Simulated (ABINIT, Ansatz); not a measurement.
# SnH2 (Fm-3m): zone-centre phonons, part 3 of 3

Wanted: the vibrations of SnH2 (Fm-3m) at Γ, by two programs.

ABINIT 10.8.3; DFT LDA, scalar-relativistic, plane waves, HGH norm-conserving pseudopotentials.

So far, highest optical zone-centre mode (no LO-TO term) (cm⁻¹): step 5 (zone-centre analysis) 706; step 6 (ASR 0, chneut 0) 706.

The structure was built from a prototype and need not be the compound's stable phase.

## 7. Cross-check with Ansatz

The same cell goes through another code, with its own cutoff. The potentials differ.

This step: DFT LDA, scalar-relativistic, plane waves, PseudoDojo norm-conserving pseudopotentials (Ansatz 0.2.0).

File input.yaml:

```yaml
crystal:
  lattice:
    - [0.0, 2.6151835327, 2.6151835327]
    - [2.6151835327, 0.0, 2.6151835327]
    - [2.6151835327, 2.6151835327, 0.0]
  atoms:
    - { symbol: Sn, position: [0.0, 0.0, 0.0] }
    - { symbol: H, position: [0.25, 0.25, 0.25] }
    - { symbol: H, position: [0.75, 0.75, 0.75] }
kpoints:
  mp_grid: { grid: [12, 12, 12] }
hamiltonian:
  xc: lda
  pseudopotentials: { kind: nc, accuracy: standard }
scf:
  occupations: { method: fermi_dirac, width: 0.27211 }
output:
  eigenvalues: true
phonons:
  method: dfpt
```

On the command line:

```sh
$ ansatz run input.yaml --threads 4 --pin off --max-ram 8192MiB --backend cpu --events-out ev --progress --plain --runs-dir out
```

Log:

```text
band count auto-derived: 13 (N_el = 16.0; filled up to band 8; 12 by the electrons, moments and atoms)
zone centre: on kpoints.mp_grid the ground state, and the responses unless they are solved on pairs of k-points, stand on 163 of the mesh's 1728 k-points, reduced under 8 symmetry operations, with k and −k counted as one. Each operation leaves every solved displacement unchanged or reverses it
Engine: ansatz 0.2.0, aarch64-unknown-linux-gnu
Pseudopotentials: kind: nc
Pseudopotential: Sn, nc, valence charge 14, recommended cutoff 979.609905 eV (normal), Sn.nc.azcp (PseudoDojo's, or run here from an input of PseudoDojo's; its table is named by hamiltonian.pseudopotentials.accuracy)
Pseudopotential: H, nc, valence charge 1, recommended cutoff 1006.821291 eV (normal), H.nc.azcp (PseudoDojo's, or run here from an input of PseudoDojo's; its table is named by hamiltonian.pseudopotentials.accuracy)
Functional definition: SPW92
  exchange = slater_x
  correlation = pw_c
Crystal: 3 atoms, lattice volume = 35.771 Å³
Basis set: ecut = 1006.821291 eV, 2637 PW (Γ), exchange–correlation on 80×80×80 points (8 copies of the dense FFT grid, shifted against one another)
Bands: 13, of which v1, the nominal top of the filled ones, is band 8 counted from 1 (7 counted from 0)
Symmetry: 48 space group operations
k-points: 163 of 1728 (irreducible under 8 space group operations, time reversal used)
Non-local potential: Sn, projectors of the file, l = 0: 2, l = 1: 2, l = 2: 2
Non-local potential: H, projectors of the file, l = 0: 2, l = 1: 1
Initial density: superposition of atomic densities (chi_scale 0.1, normalization cell, long waves kept (reshape's long-wave potential 0.00 eV rms))
Initial wavefunctions: pseudopotential atomic-orbital guess
Functional: x = slater, c = lda
SCF iter   1: F=—  HF=-2168.545388 eV  |F-HF|=—  |Δ(HF+E_count)|=         —  Δρ=4.98e-2  dr2=9.86e-1  ethr=3.10e-3  ⟨swp⟩=5.3  Hψ=11769  notcnv=0
preconditioner: auto → none  [metal: Δε(μ)=0.069 eV  Ē_g=21.072 eV  σ=0.272 eV  W_gap=0.06  n_scr=8 (ndim 8)  ℏωp=24.8 eV  f_vac=0.000  D(μ)=0.66/eV (n_scr^D=0)  sad-step TF]
SCF iter   2: F=—  HF=-2168.292063 eV  |F-HF|=—  |Δ(HF+E_count)|=   2.53e-1  Δρ=2.63e-2  dr2=3.11e-1  ethr=3.10e-3  ⟨swp⟩=1.2  Hψ=3449  notcnv=0
SCF iter   3: F=—  HF=-2168.180844 eV  |F-HF|=—  |Δ(HF+E_count)|=   1.11e-1  Δρ=3.04e-3  dr2=1.43e-3  ethr=1.95e-3  ⟨swp⟩=2.0  Hψ=3033  notcnv=0
SCF iter   4: F=—  HF=-2168.181518 eV  |F-HF|=—  |Δ(HF+E_count)|=   6.74e-4  Δρ=6.78e-4  dr2=8.25e-5  ethr=8.97e-6  ⟨swp⟩=2.9  Hψ=4203  notcnv=0
SCF iter   5: F=—  HF=-2168.181484 eV  |F-HF|=—  |Δ(HF+E_count)|=   3.42e-5  Δρ=1.30e-4  dr2=4.07e-6  ethr=5.15e-7  ⟨swp⟩=2.0  Hψ=2946  notcnv=0
SCF iter   6: F=—  HF=-2168.181482 eV  |F-HF|=—  |Δ(HF+E_count)|=   1.22e-6  Δρ=1.71e-5  dr2=2.70e-8  ethr=2.54e-8  ⟨swp⟩=2.7  Hψ=2977  notcnv=0
SCF iter   7: F=—  HF=-2168.181481 eV  |F-HF|=—  |Δ(HF+E_count)|=   1.44e-6  Δρ=1.91e-6  dr2=4.88e-10  ethr=1.69e-10  ⟨swp⟩=2.3  Hψ=3570  notcnv=0
SCF iter   8: F=—  HF=-2168.181481 eV  |F-HF|=—  |Δ(HF+E_count)|=  2.39e-10  Δρ=2.64e-7  dr2=1.17e-11  ethr=3.05e-12  ⟨swp⟩=2.6  Hψ=3475  notcnv=0
SCF iter   9: F=-2168.181481 eV  HF=-2168.181481 eV  |F-HF|=9.09e-13  |Δ(HF+E_count)|=  9.09e-13  Δρ=3.23e-8  dr2=2.10e-13  ethr=1.00e-12  ⟨swp⟩=7.1  Hψ=10821  notcnv=0
SCF 1 converged in 9 iterations: F = -2168.181481 eV  dr2 = 2.10e-13
DFPT response loops at Γ: preconditioner auto → Kerker (q_TF=auto, 2.386 Å⁻¹) (partly filled bands, converged f_vac=0.000); β = 1.00, the filter's whole step (`scf.mixing.beta` (0.50) is not read by the response loops under this deck's `scf.mixing.preconditioner`; to damp them name `kerker` or `kerker_dos`, under which they read `scf.mixing.beta`, and type it under 1.00, their step now; both keys bind the ground state too); Broyden in place of MSR1
SCF converged after 9 iterations
Free energy (F): -2168.181481 eV
Harris-Foulkes:  -2168.181481 eV  (|F-HF|=9.09e-13)
Internal energy: -2168.016376 eV  (E = F + TS)
E sigma→0 (E₀):  -2168.098928 eV
Entropy (-TS):   -0.165105 eV (-55.035 meV/atom)
Fermi energy:    8.699233 eV
--- Per-component energies (eV) ---
  E_band       = -108.707051
  E_kinetic    = 1303.227503
  E_local      = -1439.545295  (includes V_loc(G=0)·N_el)
  E_nonlocal   = -610.094492
  E_hartree    = 501.469926
  E_xc         = -608.626530
  E_vxc        = -365.234629  (∫ρ·V_xc dr)
  E_ewald      = -1314.447487
  E_smearing   = -0.165105  (= −TS)
  E_closure    = 0.000000  (closes the sum)
  Σ components = -2168.181481   (vs F -2168.181481, Δ=0.00e0)
--- Band table (eV; the first three rows and the last of 163) ---
  k-point 0: bands = [... 4 lower, -12.9409, -3.2936, 7.9420, 13.3669, 13.3669, 13.3669, 14.4655, 16.8764, ... 1 higher]
  k-point 1: bands = [... 4 lower, -12.9408, -3.1803, 7.7945, 11.9860, 13.1747, 13.1747, 14.8343, 17.1740, ... 1 higher]
  k-point 2: bands = [... 4 lower, -12.9391, -2.8403, 7.1707, 10.4721, 12.7620, 12.7620, 14.5689, 17.6922, ... 1 higher]
  k-point 162: bands = [... 4 lower, -12.9009, 2.5697, 3.1541, 3.1541, 7.6065, 14.1777, 14.1777, 16.9189, ... 1 higher]
--- Phonons (Γ-DFPT): 2 representative perturbations + reference, on 163 of 1728 k-points (Σ response iterations 7) ---
  k mesh reduced under 8 symmetry operations, with k and −k counted as one. Each operation leaves every solved displacement unchanged or reverses it
  ASR residual: 6.444e-5 → 0.000e0 eV/Å²; symmetrization residual: 7.522e-7 eV/Å²
  ASR residual per site (eV/Å²): 3.03e-5 6.44e-5 6.44e-5
  Γ frequencies (cm⁻¹): -279.66 -279.66 -279.66 0.00 0.00 0.00 722.07 722.07 722.07
  non-analytic LO–TO correction: not included (Born effective charges unavailable; polar crystals: no LO–TO splitting at Γ)
```

Elapsed: 16 s, on 4 threads of Arm Neoverse V1, shared host; peak memory 0.8 GiB.

Numbers from this step:

- sum-rule residual before enforcement: 6.44e-5 eV/Å²
- highest optical zone-centre mode (no LO-TO term): 722.1 cm⁻¹
- lowest optical zone-centre mode: -279.7 cm⁻¹

## 8. The two compared: ABINIT HGH and Ansatz, PseudoDojo

Worked out from the results:

| Quantity | Value |
| --- | --- |
| root-mean-square difference | 39.51 cm⁻¹ |
| largest difference | 53.6 cm⁻¹ |

Optical modes, paired by symmetry label. Frequencies side by side, by row:

```csv
q (reciprocal lattice),mode,ABINIT HGH (cm⁻¹),"Ansatz, PseudoDojo (cm⁻¹)"
0 0 0,1,-333.3,-279.7
0 0 0,2,-333.3,-279.7
0 0 0,3,-333.3,-279.7
0 0 0,7,706.3,722.1
0 0 0,8,706.3,722.1
0 0 0,9,706.3,722.1
```

At the zone centre the largest difference (acoustic modes at Γ apart) is 8 % of the highest mode, but 16 % of the mode at 333i cm⁻¹ on which it sits.

## 9. Outcome

```yaml
space_group_after_relaxation: Fm-3m
volume_per_atom: 11.9 Å³
highest_optical_zone_centre_mode_no_lo_to_term: 706.3 cm⁻¹
lowest_optical_zone_centre_mode: -333.3 cm⁻¹
imaginary_optical_modes_at_the_zone_centre_no_q_mesh_in_this_session: yes
largest_difference_from_ansatz_pseudodojo: 53.6 cm⁻¹
```

What this shows: At the LDA level the optical modes of SnH2 (Fm-3m) at the zone centre run from 333i to 706 cm⁻¹, so the structure is a saddle point, with 3 modes beyond 10i cm⁻¹ there. The base run prints -0.61 GPa, mostly the error of a finite basis; the relaxation, with a smoothed and higher cutoff, had brought the cell to rest. ABINIT HGH and Ansatz, PseudoDojo differ by 39.5 cm⁻¹ in the root mean square and by 53.6 cm⁻¹ at most, 7.6 % of the highest mode compared (acoustic modes at Γ left out); the two use different potentials, and the cell was not relaxed for the second set. These are harmonic frequencies: anharmonic shifts and widths and the lattice's thermal expansion are left out. The Fermi-Dirac smearing of 0.01 Ha is an electronic temperature of 3158 K, which adds a pressure of its own and can shift the volume and soft modes. The HGH files keep few electrons and have no core correction, which is cheap but rough for Sn. In a metal the frequencies hang on the k mesh and the smearing, most of all near Kohn anomalies. The structure is a hypothetical one, built on a prototype.

[Host names and launcher messages were left out of these logs when they were recorded.]

[Logs are printed without paths, hosts, clocks, repeated set-up lines and the standing remarks that a program may print on its own settings, such as how far it seeks lower states.]

[Hosts, paths, dates, database ids (printed as entryN), source tags and the programs' standing remarks are cut or masked in the printed files.]
